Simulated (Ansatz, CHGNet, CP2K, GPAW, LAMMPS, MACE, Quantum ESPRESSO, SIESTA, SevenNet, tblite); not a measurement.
## Amorphous 63GeO2-24PbO-13Al2O3 (mol %) (115 atoms): runs against a plane-wave reference

Density of this cell: 4.81 g/cm³. The cell holds 115 atoms: 24 Ge, 9 Pb, 10 Al and 72 O. Cell: a = 12.017 Å, b = 12.017 Å, c = 12.017 Å, α = 90.0°, β = 90.0°, γ = 90.0°. 115 atoms (24 Ge, 9 Sr, 10 Al, 72 O) placed at random at 3.86 g/cm³, melted at 5000 K for 10 ps at fixed volume with the Morse and Coulomb pair potential with partial charges (Pedone, Malavasi, Menziani, Cormack and Segre, J. Phys. Chem. B 110, 11780 (2006)). Quenched from 5000 K to 300 K at 100 K/ps and fixed volume, held 10 ps at zero pressure, then minimised at fixed cell. Then Sr was replaced by Pb and the cell scaled by 1.008 (the potential has no terms for the new elements, so the cell is a start for a DFT relaxation).

Geometry: as built.

The reference, a calculation:

- method: Kohn-Sham DFT, PBE, SSSP efficiency 1.3.0 pseudopotentials, plane waves (Quantum ESPRESSO 7.5); sssp-pbe-1.3.0-efficiency, cutoffs 60/480 Ry, Γ point
- r.m.s. force component: 0.7633 eV/Å
- longest force: 2.519 eV/Å
- pressure: 3.432 GPa
- gap (highest filled to lowest empty level): 2.141 eV
- time: 9.5 min on 4 MPI ranks of Arm Neoverse V2, shared host
- CPU time: 38 min

**Question.** The same geometry is run in other programs. How far does each lie from the reference, and what does it cost?
- SIESTA PBE, DZP, shift 0.01 Ry, mesh 200 Ry (SIESTA 5.4.2; 2 MPI ranks)
- SIESTA PBE, DZP, shift 0.01 Ry, mesh 500 Ry (SIESTA 5.4.2; 4 MPI ranks)
- CHGNet 0.3.0 potential (CHGNet 0.3.0; 1 thread)
- CP2K PBE, DZVP-MOLOPT-SR, 600/50 Ry, OT CG (CP2K 2026.2; 4 MPI ranks)
- tblite GFN2-xTB (tblite 0.8.0; 1 thread)
- CP2K PBE, SZV-MOLOPT-SR, 600/50 Ry, OT CG (CP2K 2026.2; 2 threads)
- SevenNet 0 potential (SevenNet 0; 1 thread)
- MACE MP-0b2 small potential (MACE MP-0b2 small; 1 thread)
- GPAW PBE, LCAO dzp, h 0.25 Å (GPAW 26.7.0; 2 MPI ranks)
- GPAW PBE, LCAO dzp, h 0.18 Å (GPAW 26.7.0; 2 MPI ranks)

Differences are against the plane-wave reference, forces as r.m.s. over components; share is that over the reference's r.m.s. force, slope the least-squares factor from reference forces to these. Total energies of different programs have different zeros and aren't compared.

```csv
run,"Δ force, r.m.s. (meV/Å)",share (%),slope,Δ pressure (GPa),Δ gap (eV),cores,CPU time,memory (GiB)
reference,-,-,-,-,-,4,38 min,6.2
"SIESTA PBE, DZP, shift 0.01 Ry, mesh 200 Ry",334,43.7,1.339,4.60,-0.186,2,3.5 min,1.3
"SIESTA PBE, DZP, shift 0.01 Ry, mesh 500 Ry",335,43.9,1.339,4.58,-0.187,4,8.7 min,3.3
CHGNet 0.3.0 potential,168,22.1,0.839,-0.377,-,1,3.7 s,1.3
"CP2K PBE, DZVP-MOLOPT-SR, 600/50 Ry, OT CG",83.3,10.9,1.045,0.580,-0.219,4,13 min,4.4
tblite GFN2-xTB,564,73.8,0.367,-6.69,-,1,9.9 s,0.15
"CP2K PBE, SZV-MOLOPT-SR, 600/50 Ry, OT CG (coarse)",500,65.5,1.433,9.30,-0.666,2,8.8 min,2.2
SevenNet 0 potential,81.7,10.7,0.962,-0.289,-,1,7.7 s,1
MACE MP-0b2 small potential,142,18.6,0.899,-0.447,-,1,6.4 s,0.69
"GPAW PBE, LCAO dzp, h 0.25 Å (coarse)",682,89.4,1.483,-,-0.159,2,2.4 min,1.5
"GPAW PBE, LCAO dzp, h 0.18 Å",430,56.3,1.418,-,-0.161,2,4.1 min,2.6
```

Rows marked coarse were listed beforehand as settings not expected to be converged; some can still land near the reference.

Times of the machine-learned potentials are mostly Python's start and the loading of weights.

CPU time is summed over cores on a shared host, where runs went side by side, so it is rough. Symmetry, cutoffs, thresholds, outputs and thread counts weren't matched or tuned between programs; memory under MPI is the largest rank's times the ranks.

The PBE runs in local orbitals, coarse settings apart, differ by 11 % (CP2K PBE, DZVP-MOLOPT-SR, 600/50 Ry, OT CG) to 56 % (GPAW PBE, LCAO dzp, h 0.18 Å); basis, grid and potentials can all enter. Tight binding differs by 74 % (tblite GFN2-xTB); it is another model, with fitted parameters of its own, and the xTB methods hold dispersion. Machine-learned potentials differ by 11 % (SevenNet 0 potential) to 22 % (CHGNet 0.3.0 potential); they were trained on other programs' data. Among those trained on PBE data the slope goes as low as 0.84, which softening far from their training structures can give, though the reference's k-sampling is untested too. CP2K PBE, SZV-MOLOPT-SR, 600/50 Ry, OT CG needed 76 SCF steps, so its time overstates the method's usual cost. Periodic xTB results under one method name differ between programs and library versions. Machine-learned potentials mimic data converged in k, so the reference's own k-point error enters their differences. The network of bonds at the start is that of the classical potential that made the cell, and needn't be the one that DFT or experiment would give. The electronic-structure runs sample only Γ, in a cell whose shortest periodic width is 12 Å.

[Logs are printed without paths, hosts, clocks, repeated set-up lines and the standing remarks that a program may print on its own settings, such as how far it seeks lower states.]

[Hosts, paths, dates, database ids (printed as entryN), source tags and the programs' standing remarks are cut or masked in the printed files.]
